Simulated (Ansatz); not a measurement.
## Starting-point dependence of the GW gap of Te2Mo (P6_3/mmc)

Aim: G0W0 for Te2Mo (P6_3/mmc) on several starting functionals, at one mesh, band count and screening cutoff.

Calculated with Ansatz 0.2.0; G0W0 on several functionals, plane waves, PAW.

Most raw output is cut from this account.

In doubt: masses and optical values from hybrid runs of this build are listed as unsure (step 4), which bears on the screening that GW takes from such a start.

## 1. The starting structure

It takes space group P6_3/mmc (No. 194, hexagonal). Conventional cell: a = 3.518 Å, b = 3.518 Å, c = 13.974 Å, α = 90.00°, β = 90.00°, γ = 120.00°. Nearest to Te lie 3 Mo at 2.72 Å. Mo has 6 Te at 2.72 Å nearest. Farther neighbours and most contacts between anions are not listed.

As a file:

```cif
data_structure
_symmetry_space_group_name_H-M 'P 1'
_symmetry_Int_Tables_number 1
_cell_length_a 3.5182
_cell_length_b 3.5182
_cell_length_c 13.9736
_cell_angle_alpha 90.000
_cell_angle_beta 90.000
_cell_angle_gamma 120.000
_cell_volume 149.79
loop_
_atom_site_label
_atom_site_type_symbol
_atom_site_fract_x
_atom_site_fract_y
_atom_site_fract_z
_atom_site_occupancy
Te1 Te 0.33333 0.66667 0.62100 1
Te2 Te 0.66667 0.33333 0.12100 1
Te3 Te 0.33333 0.66667 0.87900 1
Te4 Te 0.66667 0.33333 0.37900 1
Mo5 Mo 0.33333 0.66667 0.25000 1
Mo6 Mo 0.66667 0.33333 0.75000 1
```

The cell and positions come from the Crystallography Open Database and are kept as given unless a step says otherwise. Spin-orbit coupling is left out unless a step names it. The default PAW set here is soft_2. Its files were made with PBE.

## 2. G0W0 on LDA

Now the one-shot GW correction: screening in the RPA, then the self-energy of the levels asked for.

This step: G0W0 on LDA, plane waves, PAW.

Contents of input.yaml:

```yaml
crystal:
  lattice:
    - [3.5182, 0.0, 0.0]
    - [-1.7591, 3.0468505756, 0.0]
    - [0.0, 0.0, 13.9736]
  atoms:
    - { symbol: Te, position: [0.3333333333, 0.6666666667, 0.621] }
    - { symbol: Te, position: [0.6666666667, 0.3333333333, 0.121] }
    - { symbol: Te, position: [0.3333333333, 0.6666666667, 0.879] }
    - { symbol: Te, position: [0.6666666667, 0.3333333333, 0.379] }
    - { symbol: Mo, position: [0.3333333333, 0.6666666667, 0.25] }
    - { symbol: Mo, position: [0.6666666667, 0.3333333333, 0.75] }
kpoints:
  mp_grid: { grid: [6, 6, 2] }
hamiltonian:
  xc: lda
scf:
  occupations: { method: fixed }
gw:
  n_empty_bands: 1035
  ecut_chi: 210.0
  qp_bands: [v2, c2]
  qp_kpoints: band_edges
  screening: { model: contour_deformation }
```

Command:

```bash
$ ansatz run input.yaml --threads 3 --pin off --max-ram 92160MiB --backend cuda --events-out ev --progress --plain --runs-dir out --devices 1 --max-vram 13GiB  # rebuilt from the run's record
```

Elapsed: 2.4 min, on 1 × NVIDIA H100 80GB HBM3 (shared by 6 runs) with 3 threads of AMD EPYC 7R13 (Zen 3), shared host; peak memory 4.5 GiB.

Numbers from this step:

```yaml
bands_summed: 1081
rpa_eps_infinity_on_this_mesh_eigenvalues: 10.98, 19.79, 19.79
plane_waves_in_the_screening_matrix: 999
q_points_in_the_mesh: 72
g0w0_gap_on_the_mesh: 1.013 eV
k_of_the_valence_top: 0, 0, 0
k_of_the_conduction_bottom: 0.1667, 0.1667, 0
starting_gap_on_the_mesh: 0.7954 eV
z_at_the_valence_top: 0.7203
z_at_the_conduction_bottom: 0.7342
least_direct_g0w0_gap_on_the_computed_points: 1.287 eV
```

The gap on the mesh goes from 0.80 eV to 1.01 eV, a correction of +0.22 eV. Between the two edge states, bare exchange in place of the xc potential would open the gap by 4.06 eV, and correlation takes back 3.84 eV.

## 3. G0W0 on PBE

One-shot GW remembers its start. Another functional's orbitals and levels show by how much.

This step: G0W0 on PBE, plane waves, PAW.

input.yaml, as its differences from that of step 2:

```diff
@@ -15,3 +15,3 @@
 hamiltonian:
-  xc: lda
+  xc: pbe
 scf:
```

The job ended after 100 s (1 × NVIDIA H100 80GB HBM3 (shared by 6 runs) with 3 threads; peak memory 4.5 GiB).

This step gave:

* bands summed: 1081
* RPA ε∞ on this mesh (eigenvalues): 10.65, 19.51, 19.51
* plane waves in the screening matrix: 999
* q-points in the mesh: 72
* G0W0 gap on the mesh: 1.018 eV
* k of the valence top: 0, 0, 0
* k of the conduction bottom: 0.1667, 0.1667, 0
* starting gap on the mesh: 0.8260 eV
* Z at the valence top: 0.7209
* Z at the conduction bottom: 0.7346
* least direct G0W0 gap on the computed points: 1.305 eV

Against the run with 6×6×2 mesh, 1035 empty bands, screening to 210 eV on LDA, the gap moves by +0.004 eV, while the start moved by +0.03 eV.

## 4. G0W0 on HSE06

This step: G0W0 on HSE06, plane waves, PAW.

input.yaml, as its differences from that of step 3:

```diff
@@ -15,3 +15,3 @@
 hamiltonian:
-  xc: pbe
+  xc: hse06
 scf:
```

Elapsed: 5 min, on 1 × NVIDIA H100 80GB HBM3 (shared by 6 runs) with 3 threads; peak memory 4.7 GiB; 7.2 min of CPU time.

Numbers from this step:

```yaml
bands_summed: 1081
rpa_eps_infinity_on_this_mesh_eigenvalues: 8.233, 14.96, 14.96
plane_waves_in_the_screening_matrix: 999
g0w0_gap_on_the_mesh: 1.189 eV
k_of_the_valence_top: 0, 0, 0
k_of_the_conduction_bottom: 0.1667, 0.1667, 0
starting_gap_on_the_mesh: 1.238 eV
least_direct_g0w0_gap_on_the_computed_points: 1.438 eV
```

Against the run with 6×6×2 mesh, 1035 empty bands, screening to 210 eV on PBE, the gap moves by +0.17 eV, while the start moved by +0.41 eV.

## 5. The starts together

All on the 6×6×2 mesh with 1035 empty bands and screening to 210 eV. Times are wall times on 1 × NVIDIA H100 80GB HBM3 (shared by 6 runs) with 3 threads of AMD EPYC 7R13 (Zen 3), shared host, good to a factor of about two.

| start | starting gap (eV) | shift (eV) | G0W0 gap (eV) | RPA ε∞ (harmonic mean) | Z (valence, conduction) | time |
| --- | --- | --- | --- | --- | --- | --- |
| LDA | 0.80 | +0.22 | 1.01 | 15.61 | 0.72, 0.73 | 2.4 min |
| PBE | 0.83 | +0.19 | 1.02 | 15.27 | 0.72, 0.73 | 100 s |
| HSE06 | 1.24 | −0.05 | 1.19 | 11.76 | 0.75, 0.76 | 5 min |

The parts of the quasiparticle energy at the two band edges (eV; QP = start + Σx + Σc − Vxc):

| run | edge | start | Σx | Σc | Vxc | Z | QP |
| --- | --- | --- | --- | --- | --- | --- | --- |
| LDA | valence top | 12.16 | -18.82 | 0.07 | -18.79 | 0.72 | 12.21 |
| LDA | conduction bottom | 12.96 | -13.10 | -3.76 | -17.13 | 0.73 | 13.22 |
| PBE | valence top | 12.48 | -18.83 | 0.16 | -18.52 | 0.72 | 12.33 |
| PBE | conduction bottom | 13.30 | -13.10 | -3.69 | -16.84 | 0.73 | 13.35 |
| HSE06 | valence top | 12.17 | -18.74 | 0.18 | -18.54 | 0.75 | 12.14 |
| HSE06 | conduction bottom | 13.41 | -12.80 | -3.67 | -16.39 | 0.76 | 13.33 |

For a hybrid start, Vxc holds its share of exact exchange.

## 6. Summary of results

| Quantity | Value |
| --- | --- |
| G0W0@LDA | 1.01 eV (start 0.80 eV) |
| G0W0@PBE | 1.02 eV (start 0.83 eV) |
| G0W0@HSE06 | 1.19 eV (start 1.24 eV) |
| known limits | not at the basis limit; no spin-orbit coupling; coarse k mesh |

In words: The starting gaps span 0.44 eV and the G0W0 gaps 0.18 eV. Between LDA and HSE06, 0.18 eV of the 0.44 eV survives, 40 %. HSE06 screens less than LDA (ε∞ 11.76 against 15.61). Of the 0.18 eV by which its G0W0 gap is higher, the correlation part gives −0.01 eV, and exchange with the one-particle terms, which follow the orbitals, +0.18 eV. The smallest correction, −0.05 eV, is on HSE06, the start nearest to reproducing itself. Bands and cutoff are finite, so the gap is not at the basis limit. The miss can reach some tenths of an eV and take either sign; the mesh is an error of its own. The 6×6×2 mesh is coarse for this cell (its supercell is 21 Å along the shortest edge). The RPA ε∞ on it, from the LDA start, is 10.98 and 19.79; such meshes misread the long-range screening, most where the gap is narrow. The many-body steps are scalar-relativistic: spin-orbit coupling is not in them.

[Paths, hosts, dates, memory and timing lines, banners, echoed tables and standing remarks are left out of the program output.]

[Logs are printed without paths, hosts, clocks, repeated set-up lines and the standing remarks that a program may print on its own settings, such as how far it seeks lower states.]

[Runs of the session that timed out or met a known fault of the program may be left out.]

[Cells called generated may have been cut or substituted from an entry of the Crystallography Open Database or the Materials Project.]

[Hosts, paths, dates, database ids (printed as entryN), source tags and the programs' standing remarks are cut or masked in the printed files.]
